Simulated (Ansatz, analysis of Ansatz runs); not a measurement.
## Migration in Li2CdCl4 (Imma): H turning about Cl, charge +1

How high is the barrier when H changes place in Li2CdCl4 (Imma)? The case: H turning about Cl, charge +1, in a cell of 56 host atoms with 1 H put in.

Calculated with Ansatz 0.2.0; plane-wave PAW DFT, PBEsol; nudged elastic band between two relaxed defect structures at fixed charge in a uniform background.

### Step 1. The structure

The cell holds 57 atoms: 16 Li, 8 Cd, 32 Cl and 1 H. Its edges and angles: a = 12.949 Å, b = 12.809 Å, c = 10.609 Å, α = 66.4°, β = 65.0°, γ = 48.6°. It derives from Li2CdCl4 (space group Imma). Nearest the centre at fractional (0.699, 0.599, 0.447): H57 at 0.66 Å, Cl27 at 1.11 Å, Li11 at 1.78 Å, Li8 at 2.37 Å, Cd20 at 2.41 Å, Cl36 at 2.62 Å, Cl39 at 2.68 Å, Cl32 at 3.10 Å. The cell carries charge +1.

The cell's shortest repeat is 10.6 Å.

### Step 2. Relaxation of the start point, charge +1

A barrier is counted from a minimum, so both ends are relaxed first. Small random displacements break the symmetry of the ideal sites, so that the defect can distort if it gains by it. The charge of +1 is set by the electron count, and a uniform background keeps the cell neutral.

Contents of qp1_c56k1.start/input.yaml:

```yaml
crystal:
  lattice:
    - [0.0, 7.62069283, 10.46883193]
    - [7.38022985, 0.0, 10.46883193]
    - [7.38022985, 7.62069283, 0.0]
  atoms:
    - { symbol: Li, position: [0.1960546, 0.4460546, 0.0539454] }
    - { symbol: Li, position: [0.4460546, 0.6960546, 0.3039454] }
    - { symbol: Li, position: [0.6960546, 0.9460546, 0.5539454] }
    - { symbol: Li, position: [0.9460546, 0.1960546, 0.8039454] }
    - { symbol: Li, position: [0.125, 0.625, 0.625] }
    - { symbol: Li, position: [0.375, 0.875, 0.875] }
    - { symbol: Li, position: [0.625, 0.125, 0.125] }
    - { symbol: Li, position: [0.875, 0.375, 0.375] }
    - { symbol: Li, position: [0.125, 0.125, 0.125] }
    - { symbol: Li, position: [0.375, 0.375, 0.375] }
    - { symbol: Li, position: [0.625, 0.625, 0.625] }
    - { symbol: Li, position: [0.875, 0.875, 0.875] }
    - { symbol: Li, position: [0.0539454, 0.8039454, 0.1960546] }
    - { symbol: Li, position: [0.3039454, 0.0539454, 0.4460546] }
    - { symbol: Li, position: [0.5539454, 0.3039454, 0.6960546] }
    - { symbol: Li, position: [0.8039454, 0.5539454, 0.9460546] }
    - { symbol: Cd, position: [0.0, 0.0, 0.5] }
    - { symbol: Cd, position: [0.25, 0.25, 0.75] }
    - { symbol: Cd, position: [0.5, 0.5, 0.0] }
    - { symbol: Cd, position: [0.75, 0.75, 0.25] }
    - { symbol: Cd, position: [0.0, 0.5, 0.5] }
    - { symbol: Cd, position: [0.25, 0.75, 0.75] }
    - { symbol: Cd, position: [0.5, 0.0, 0.0] }
    - { symbol: Cd, position: [0.75, 0.25, 0.25] }
    - { symbol: Cl, position: [0.13698115, 0.11817837, 0.88182163] }
    - { symbol: Cl, position: [0.38698115, 0.36817837, 0.13182163] }
    - { symbol: Cl, position: [0.63698115, 0.61817837, 0.38182163] }
    - { symbol: Cl, position: [0.88698115, 0.86817837, 0.63182163] }
    - { symbol: Cl, position: [0.2465624, 0.74965379, 0.5034376] }
    - { symbol: Cl, position: [0.4965624, 0.99965379, 0.7534376] }
    - { symbol: Cl, position: [0.7465624, 0.24965379, 0.0034376] }
    - { symbol: Cl, position: [0.9965624, 0.49965379, 0.2534376] }
    - { symbol: Cl, position: [0.11817837, 0.63698115, 0.86301885] }
    - { symbol: Cl, position: [0.36817837, 0.88698115, 0.11301885] }
    - { symbol: Cl, position: [0.61817837, 0.13698115, 0.36301885] }
    - { symbol: Cl, position: [0.86817837, 0.38698115, 0.61301885] }
    - { symbol: Cl, position: [0.24965379, 0.2465624, 0.00034621] }
    - { symbol: Cl, position: [0.49965379, 0.4965624, 0.25034621] }
    - { symbol: Cl, position: [0.74965379, 0.7465624, 0.50034621] }
    - { symbol: Cl, position: [0.99965379, 0.9965624, 0.75034621] }
    - { symbol: Cl, position: [0.00034621, 0.0034376, 0.24965379] }
    - { symbol: Cl, position: [0.25034621, 0.2534376, 0.49965379] }
    - { symbol: Cl, position: [0.50034621, 0.5034376, 0.74965379] }
    - { symbol: Cl, position: [0.75034621, 0.7534376, 0.99965379] }
    - { symbol: Cl, position: [0.13182163, 0.61301885, 0.38698115] }
    - { symbol: Cl, position: [0.38182163, 0.86301885, 0.63698115] }
    - { symbol: Cl, position: [0.63182163, 0.11301885, 0.88698115] }
    - { symbol: Cl, position: [0.88182163, 0.36301885, 0.13698115] }
    - { symbol: Cl, position: [0.0034376, 0.50034621, 0.7465624] }
    - { symbol: Cl, position: [0.2534376, 0.75034621, 0.9965624] }
    - { symbol: Cl, position: [0.5034376, 0.00034621, 0.2465624] }
    - { symbol: Cl, position: [0.7534376, 0.25034621, 0.4965624] }
    - { symbol: Cl, position: [0.11301885, 0.13182163, 0.36817837] }
    - { symbol: Cl, position: [0.36301885, 0.38182163, 0.61817837] }
    - { symbol: Cl, position: [0.61301885, 0.63182163, 0.86817837] }
    - { symbol: Cl, position: [0.86301885, 0.88182163, 0.11817837] }
    - { symbol: H, position: [0.721293, 0.53221, 0.46779] }
total_charge: 1
basis:
  ecutwfc: 420
  xc_grid: 2
hamiltonian:
  xc: pbesol
kpoints:
  mp_grid: { grid: [1, 1, 1] }
scf:
  occupations: { method: fixed }
  max_iter: 150
output:
  forces: true
relax:
  f_tol: 0.02
  max_steps: 70
  random_displacement: { amplitude: 0.03, seed: 1922 }
```

Run with:

```sh
ansatz run input.yaml --threads 32 --pin off --max-ram 84787MiB --backend cuda --events-out ev --progress --plain --runs-dir out --max-vram 78GiB
```

Numbers of over 12 decimals in the logs are rounded to 6 here.

What it wrote:

```text
[... repeated set-up lines and file paths are left out, and long positions are rounded to six places ...]
The last accepted step is kept in <dir> (removed where the run ends without a failure and the disk answers)
Engine: ansatz 0.2.0, aarch64-unknown-linux-gnu
Pseudopotentials: kind: paw
Pseudopotential: Li, paw, valence charge 3, recommended cutoff 420 eV (normal), Li.paw.azcp
Pseudopotential: Cd, paw, valence charge 20, recommended cutoff 420 eV (normal), Cd.paw.azcp
Pseudopotential: Cl, paw, valence charge 7, recommended cutoff 420 eV (normal), Cl.paw.azcp
Pseudopotential: H, paw, valence charge 1, recommended cutoff 420 eV (normal), H.paw.azcp
Functional definition: PBEsol
  exchange = pbesol_x
  correlation = pbesol_c
[...]
Crystal: 57 atoms, lattice volume = 1177.586 Å³
Basis set: ecut = 420 eV, 23051 PW (Γ), exchange–correlation on 180×180×144 points (8 copies of the dense FFT grid, shifted against one another)
Bands: 273, of which v1, the nominal top of the filled ones, is band 216 counted from 1 (215 counted from 0)
Symmetry: 1 space group operations
k-points: 1
Non-local potential: Li, projectors of the file, l = 0: 3, l = 1: 2, l = 2: 1
Non-local potential: Cd, projectors of the file, l = 0: 3, l = 1: 2, l = 2: 2, l = 3: 1
Non-local potential: Cl, projectors of the file, l = 0: 2, l = 1: 2, l = 2: 2
Non-local potential: H, projectors of the file, l = 0: 2, l = 1: 1
PAW form: soft (Blöchl's): semilocal exchange-correlation on the pseudo side does not see the compensation charge
PAW frozen core: Cd, regenerated for the run's functional, and the local potential with it (the file was generated under x = pbe(κ = 0.804, μ = 0.219515), c = pbe(β = 0.066725))
PAW frozen core: Cl, regenerated for the run's functional, and the local potential with it (the file was generated under x = pbe(κ = 0.804, μ = 0.219515), c = pbe(β = 0.066725))
PAW one-centre angular grid: Li, 110 points (default); XC on 64 Gauss nodes
PAW one-centre angular grid: Cd, 590 points (default); XC on 64 Gauss nodes
PAW one-centre angular grid: Cl, 110 points (default); XC on 64 Gauss nodes
PAW one-centre angular grid: H, 110 points (default); XC on 64 Gauss nodes
Initial density: superposition of atomic densities (neutral atoms scaled as one to the charged cell's electrons: chi_scale 0, normalization atom), corrected by the library's trained network
Initial wavefunctions: pseudopotential atomic-orbital guess
[...]
Functional: x = pbesol(κ = 0.804, μ = 0.123457), c = pbesol(β = 0.046)
SCF iter   1: F=—  HF=-102769.180386 eV  |F-HF|=—  |Δ(HF+E_count)|=         —  Δρ=6.14e-3  dr2=9.23e-1  ethr=1.77e-3  ⟨swp⟩=5.0  Hψ=831  notcnv=0  defer=54
preconditioner: auto → Resta (q_TF=auto, 2.308 Å⁻¹)  ε∞=3.4  [insulator: Δε(μ)=3.473 eV  Ē_g=12.885 eV  n_scr=242 (ndim 8)  ℏωp=19.8 eV  f_vac=0.060  ε∞_Penn≈3.4]
SCF iter   2: F=—  HF=-102768.897215 eV  |F-HF|=—  |Δ(HF+E_count)|=   2.83e-1  Δρ=1.91e-3  dr2=1.11e-1  ethr=2.14e-4  ⟨swp⟩=3.0  Hψ=427  notcnv=0  defer=55
[...]
SCF iter   6: F=-102768.867002 eV  HF=-102768.867000 eV  |F-HF|=2.15e-6  |Δ(HF+E_count)|=   2.48e-5  Δρ=1.69e-5  dr2=4.25e-6  ethr=2.31e-9  ⟨swp⟩=4.0  Hψ=877  notcnv=0
SCF 1 converged in 6 iterations: F = -102768.867002 eV  dr2 = 4.25e-6
  greatest PAW one-centre occupation: 1.000 electrons in one spin orbital (limit 2), on the Cd atom at site 19 (counted from 0), in its partial waves of l = 0
relax step   1: F+E_penalty+E_count = -102768.86700239 eV  Δ(F+E_penalty+E_count) = +0.000e0 eV  max|allowed force component| = 1.328e0 eV/Å  Δτ_max = 0.0000 Å  (6 SCF iters, dr2 threshold 1.00e-5 eV, accepted)
[...]
iter 1 solved again at ethr=1.67e-4 eV; its pass at ethr=3.10e-3 eV (dr2=7.23e-1 eV) is discarded
SCF iter   1: F=—  HF=-102770.023129 eV  |F-HF|=—  |Δ(HF+E_count)|=         —  Δρ=8.09e-3  dr2=7.16e-1  ethr=1.67e-4  ⟨swp⟩=2.0  Hψ=850  notcnv=0  defer=52
SCF iter   2: F=—  HF=-102769.801116 eV  |F-HF|=—  |Δ(HF+E_count)|=   2.22e-1  Δρ=2.96e-3  dr2=8.04e-2  ethr=1.66e-4  ⟨swp⟩=3.0  Hψ=437  notcnv=0  defer=55
[...]
SCF 2 converged in 5 iterations: F = -102769.795609 eV  dr2 = 4.03e-5
[...]
SCF 3 converged in 5 iterations: F = -102770.076127 eV  dr2 = 2.83e-5
[...]
SCF 4 converged in 5 iterations: F = -102770.112562 eV  dr2 = 2.92e-6
[...]
SCF 5 converged in 7 iterations: F = -102770.122806 eV  dr2 = 1.09e-8
[...]
SCF 6 converged in 7 iterations: F = -102770.124382 eV  dr2 = 8.49e-8
[...]
SCF 7 converged in 5 iterations: F = -102770.130274 eV  dr2 = 9.46e-7
[...]
SCF 8 converged in 5 iterations: F = -102770.130829 eV  dr2 = 3.55e-7
[...]
SCF 9 converged in 5 iterations: F = -102770.131073 eV  dr2 = 5.71e-8
[...]
SCF converged after 5 iterations
[...]
atoms:
    - { symbol: Li, position: [0.199531, 0.444006, 0.049241] }
    - { symbol: Li, position: [0.410467, 0.702845, 0.296951] }
    - { symbol: Li, position: [0.692969, 0.950556, 0.555799] }
    - { symbol: Li, position: [0.942199, 0.195400, 0.804408] }
    - { symbol: Li, position: [0.123867, 0.623211, 0.627870] }
    - { symbol: Li, position: [0.367949, 0.880233, 0.879570] }
    - { symbol: Li, position: [0.623885, 0.128424, 0.121984] }
    - { symbol: Li, position: [0.920198, 0.343394, 0.345878] }
    - { symbol: Li, position: [0.127964, 0.120182, 0.119564] }
    - { symbol: Li, position: [0.375134, 0.371928, 0.376597] }
    - { symbol: Li, position: [0.609649, 0.653838, 0.656411] }
    - { symbol: Li, position: [0.874491, 0.877793, 0.871402] }
    - { symbol: Li, position: [0.056834, 0.804026, 0.195782] }
    - { symbol: Li, position: [0.310250, 0.051517, 0.446184] }
    - { symbol: Li, position: [0.554431, 0.305811, 0.694000] }
    - { symbol: Li, position: [0.808132, 0.553627, 0.948311] }
    - { symbol: Cd, position: [-0.001963, -0.002142, 0.501427] }
    - { symbol: Cd, position: [0.249895, 0.249398, 0.750413] }
    - { symbol: Cd, position: [0.497523, 0.498382, 0.001948] }
    - { symbol: Cd, position: [0.761722, 0.757660, 0.242172] }
    - { symbol: Cd, position: [0.001293, 0.503774, 0.496053] }
    - { symbol: Cd, position: [0.247583, 0.749961, 0.754637] }
    - { symbol: Cd, position: [0.500812, 0.001677, -0.001866] }
    - { symbol: Cd, position: [0.752373, 0.245160, 0.249862] }
    - { symbol: Cl, position: [0.133487, 0.120796, 0.878978] }
    - { symbol: Cl, position: [0.386137, 0.365954, 0.132796] }
    - { symbol: Cl, position: [0.639027, 0.612231, 0.387577] }
    - { symbol: Cl, position: [0.885078, 0.866998, 0.633854] }
    - { symbol: Cl, position: [0.243815, 0.747429, 0.509154] }
    - { symbol: Cl, position: [0.495443, 0.998803, 0.754643] }
    - { symbol: Cl, position: [0.745572, 0.252310, 0.001890] }
    - { symbol: Cl, position: [0.995042, 0.501622, 0.251795] }
    - { symbol: Cl, position: [0.115864, 0.637915, 0.864038] }
    - { symbol: Cl, position: [0.367570, 0.888939, 0.110844] }
    - { symbol: Cl, position: [0.618016, 0.135757, 0.361887] }
    - { symbol: Cl, position: [0.850464, 0.402080, 0.597724] }
    - { symbol: Cl, position: [0.249076, 0.245160, 0.001010] }
    - { symbol: Cl, position: [0.500592, 0.490646, 0.252377] }
    - { symbol: Cl, position: [0.748636, 0.747996, 0.498200] }
    - { symbol: Cl, position: [0.999964, 0.997916, 0.747494] }
    - { symbol: Cl, position: [0.002630, 0.001721, 0.250089] }
    - { symbol: Cl, position: [0.243576, 0.255800, 0.500802] }
    - { symbol: Cl, position: [0.500967, 0.507796, 0.748676] }
    - { symbol: Cl, position: [0.749751, 0.752432, 1.006864] }
    - { symbol: Cl, position: [0.133330, 0.614096, 0.385713] }
    - { symbol: Cl, position: [0.378721, 0.865468, 0.641350] }
    - { symbol: Cl, position: [0.631891, 0.113862, 0.885933] }
    - { symbol: Cl, position: [0.885758, 0.358427, 0.134320] }
    - { symbol: Cl, position: [0.000361, 0.499000, 0.744025] }
    - { symbol: Cl, position: [0.254644, 0.749714, 0.998069] }
    - { symbol: Cl, position: [0.509222, -0.007038, 0.247373] }
    - { symbol: Cl, position: [0.757645, 0.251110, 0.492005] }
    - { symbol: Cl, position: [0.127028, 0.116510, 0.366727] }
    - { symbol: Cl, position: [0.362092, 0.380518, 0.619293] }
    - { symbol: Cl, position: [0.610487, 0.633060, 0.883260] }
    - { symbol: Cl, position: [0.868552, 0.889861, 0.109955] }
    - { symbol: H, position: [0.723674, 0.513536, 0.486251] }
```

Wall time 4.4 s (1 × NVIDIA GB200 with 32 threads of Arm Neoverse V2, shared host); peak memory 1.1 GiB; 22 s of CPU time.

The steps of the relaxation:

```tsv
step	energy less that of the first step (eV)	largest force component (eV/Å)
1	0.0000	1.3284
2	-0.9286	0.7501
3	-1.2091	0.4118
4	-1.2456	0.0684
5	-1.2558	0.0576
6	-1.2574	0.0709
7	-1.2633	0.0473
8	-1.2638	0.0298
9	-1.2641	0.0093
```

The atoms that moved most (Å, from the sites as typed, ahead of the random displacement, the mean shift of all atoms taken out):

```tsv
atom	dx	dy	dz	length
Li8	-0.447	0.122	0.145	0.485
Li11	0.446	0.122	0.144	0.484
Li2	0.000	-0.325	-0.299	0.441
Cl36	0.000	-0.252	-0.025	0.253
H57	0.000	0.159	-0.168	0.231
Cd20	0.000	0.029	0.205	0.207
Cl53	-0.122	0.095	-0.011	0.156
Cl55	0.122	0.095	-0.011	0.155
```

Neighbours of H57 at the end:

```tsv
atom	distance (Å)
Cl27	1.405
Cl36	1.823
Li11	2.347
Li8	2.348
Cl43	3.066
Cl52	3.066
Cl39	3.281
Cl32	3.281
```

Read from the output:

```yaml
free_energy: -102770.1311 eV
r_m_s_move_of_the_farther_half_of_the_atoms: 0.03894 Å
largest_move_from_the_ideal_geometry_of_this_structure_a_common_shift_of_the_far_atoms_taken_out: 0.4870 Å
```

The relaxation gained 1.264 eV and ended with a largest force component of 0.0093 eV/Å.

### Step 3. Relaxation of the end point, charge +1

The end point is relaxed in the same cell and settings, so that the two energies compare. Atoms more than 3.2 Å from the middle of the hop start where the first relaxation left them, the nearer ones on or close to their ideal places, with small random displacements.

Contents of qp1_c56k1.end/input.yaml:

```yaml
crystal:
  lattice:
    - [0.0, 7.62069283, 10.46883193]
    - [7.38022985, 0.0, 10.46883193]
    - [7.38022985, 7.62069283, 0.0]
  atoms:
    - { symbol: Li, position: [0.20027629, 0.44411063, 0.04956906] }
    - { symbol: Li, position: [0.41121285, 0.70294912, 0.29727921] }
[... 5 atom lines left out ...]
    - { symbol: Li, position: [0.875, 0.375, 0.375] }
[... 2 atom lines left out ...]
    - { symbol: Li, position: [0.625, 0.625, 0.625] }
[... 8 atom lines left out ...]
    - { symbol: Cd, position: [0.75, 0.75, 0.25] }
    - { symbol: Cd, position: [0.00203908, 0.50387829, 0.49638108] }
[... 5 atom lines left out ...]
    - { symbol: Cl, position: [0.63698115, 0.61817837, 0.38182163] }
[... 4 atom lines left out ...]
    - { symbol: Cl, position: [0.9965624, 0.49965379, 0.2534376] }
[... 3 atom lines left out ...]
    - { symbol: Cl, position: [0.86817837, 0.38698115, 0.61301885] }
[... 2 atom lines left out ...]
    - { symbol: Cl, position: [0.74965379, 0.7465624, 0.50034621] }
[... 3 atom lines left out ...]
    - { symbol: Cl, position: [0.50171259, 0.50790002, 0.7490041] }
[... 2 atom lines left out ...]
    - { symbol: Cl, position: [0.3794671, 0.86557181, 0.64167883] }
[... 5 atom lines left out ...]
    - { symbol: Cl, position: [0.75839038, 0.25121455, 0.49233368] }
[... 4 atom lines left out ...]
    - { symbol: H, position: [0.67677, 0.665062, 0.425334] }
total_charge: 1
basis:
  ecutwfc: 420
  xc_grid: 2
hamiltonian:
  xc: pbesol
kpoints:
  mp_grid: { grid: [1, 1, 1] }
scf:
  occupations: { method: fixed }
  max_iter: 150
output:
  forces: true
relax:
  f_tol: 0.02
  max_steps: 70
  random_displacement: { amplitude: 0.01, seed: 1922 }
```

What it wrote:

```text
[...]
Crystal: 57 atoms, lattice volume = 1177.586 Å³
Basis set: ecut = 420 eV, 23051 PW (Γ), exchange–correlation on 180×180×144 points (8 copies of the dense FFT grid, shifted against one another)
Bands: 273, of which v1, the nominal top of the filled ones, is band 216 counted from 1 (215 counted from 0)
Symmetry: 1 space group operations
k-points: 1
[...]
SCF iter   1: F=—  HF=-102769.056192 eV  |F-HF|=—  |Δ(HF+E_count)|=         —  Δρ=6.02e-3  dr2=8.97e-1  ethr=1.77e-3  ⟨swp⟩=5.0  Hψ=830  notcnv=0  defer=54
[...]
SCF iter   2: F=—  HF=-102768.781526 eV  |F-HF|=—  |Δ(HF+E_count)|=   2.75e-1  Δρ=1.85e-3  dr2=1.04e-1  ethr=2.08e-4  ⟨swp⟩=3.0  Hψ=427  notcnv=0  defer=55
[...]
SCF iter   6: F=-102768.754949 eV  HF=-102768.754946 eV  |F-HF|=2.43e-6  |Δ(HF+E_count)|=   3.17e-5  Δρ=1.72e-5  dr2=4.33e-6  ethr=2.31e-9  ⟨swp⟩=4.0  Hψ=877  notcnv=0
SCF 1 converged in 6 iterations: F = -102768.754949 eV  dr2 = 4.33e-6
[...]
- { symbol: Cd, position: [0.000453, -0.003614, 0.500436] }
    - { symbol: Cd, position: [0.254078, 0.248446, 0.750049] }
    - { symbol: Cd, position: [0.501410, 0.497835, 0.001914] }
    - { symbol: Cd, position: [0.758909, 0.756513, 0.244892] }
    - { symbol: Cd, position: [0.006076, 0.497803, 0.497161] }
    - { symbol: Cd, position: [0.249518, 0.738922, 0.754337] }
    - { symbol: Cd, position: [0.504664, 0.001673, -0.003751] }
    - { symbol: Cd, position: [0.754346, 0.246347, 0.249872] }
    - { symbol: Cl, position: [0.145993, 0.111710, 0.876819] }
    - { symbol: Cl, position: [0.387814, 0.368481, 0.129720] }
    - { symbol: Cl, position: [0.606155, 0.647182, 0.387775] }
    - { symbol: Cl, position: [0.887361, 0.865994, 0.632792] }
    - { symbol: Cl, position: [0.245660, 0.744250, 0.506908] }
    - { symbol: Cl, position: [0.499213, 0.995541, 0.753996] }
    - { symbol: Cl, position: [0.749668, 0.251768, 0.001033] }
    - { symbol: Cl, position: [0.989974, 0.500253, 0.255913] }
[...]
- { symbol: Cl, position: [0.120607, 0.123113, 0.365383] }
    - { symbol: Cl, position: [0.365354, 0.380363, 0.618156] }
    - { symbol: Cl, position: [0.613601, 0.633301, 0.875753] }
    - { symbol: Cl, position: [0.871167, 0.885152, 0.111548] }
    - { symbol: H, position: [0.496238, 0.755086, 0.490330] }
```

It took 8.1 s on 1 × NVIDIA GB200 with 32 threads; peak memory 1.1 GiB; 43 s of CPU time.

Step by step:

```tsv
step	energy less that of the first step (eV)	largest force component (eV/Å)
1	0.0000	2.8046
2	-0.8287	0.9481
3	-1.1729	0.2093
4	-1.2420	0.2051
5	-1.2807	0.2323
6	-1.3240	0.3065
7	-1.3788	0.3622
8	-1.4481	0.3821
9	-1.5311	0.2614
10	-1.6201	0.1541
11	-1.6804	0.0800
12	-1.6900	0.1681
13	-1.6975	0.3198
14	-1.7073	0.0396
15	-1.7073	0.0392
16	-1.7088	0.0521
17	-1.7094	0.0301
18	-1.7101	0.0056
```

The atoms that moved most (Å, from the sites as typed, ahead of the random displacement):

```tsv
atom	dx	dy	dz	length
H57	1.145	-0.881	-0.947	1.727
Li11	-0.012	0.475	0.019	0.475
Cl46	-0.358	-0.194	0.046	0.410
Cl27	0.258	-0.190	-0.018	0.321
Li8	-0.170	0.191	0.005	0.255
Li14	-0.011	-0.207	0.132	0.245
Li6	0.054	0.194	0.042	0.206
Li2	-0.016	0.150	0.138	0.205
```

Neighbours of H57 at the end:

```tsv
atom	distance (Å)
Cl27	1.554
Cl46	1.576
Li11	2.482
Li2	2.983
Li14	2.988
Cl43	3.223
Cl39	3.224
Cl29	3.267
Cl51	3.269
Cd20	3.302
Cd22	3.307
```

Among the atoms that came to bonding distance: Cl46–H57 1.58 Å (from 3.30).

This step gave:

| Property | Result |
| --- | --- |
| free energy | -102770.4650 eV |
| r.m.s. move of the farther half of the atoms | 0.06360 Å |
| largest move from the ideal geometry of this structure, a common shift of the far atoms taken out | 1.759 Å |

The relaxation gained 1.710 eV and ended with a largest force component of 0.0056 eV/Å. The end lies 0.334 eV below the start.

(Part 1 of 2 ends here.)

[Logs are printed without paths, hosts, clocks, repeated set-up lines and the standing remarks that a program may print on its own settings, such as how far it seeks lower states.]

[Hosts, paths, dates, database ids (printed as entryN), source tags and the programs' standing remarks are cut or masked in the printed files.]
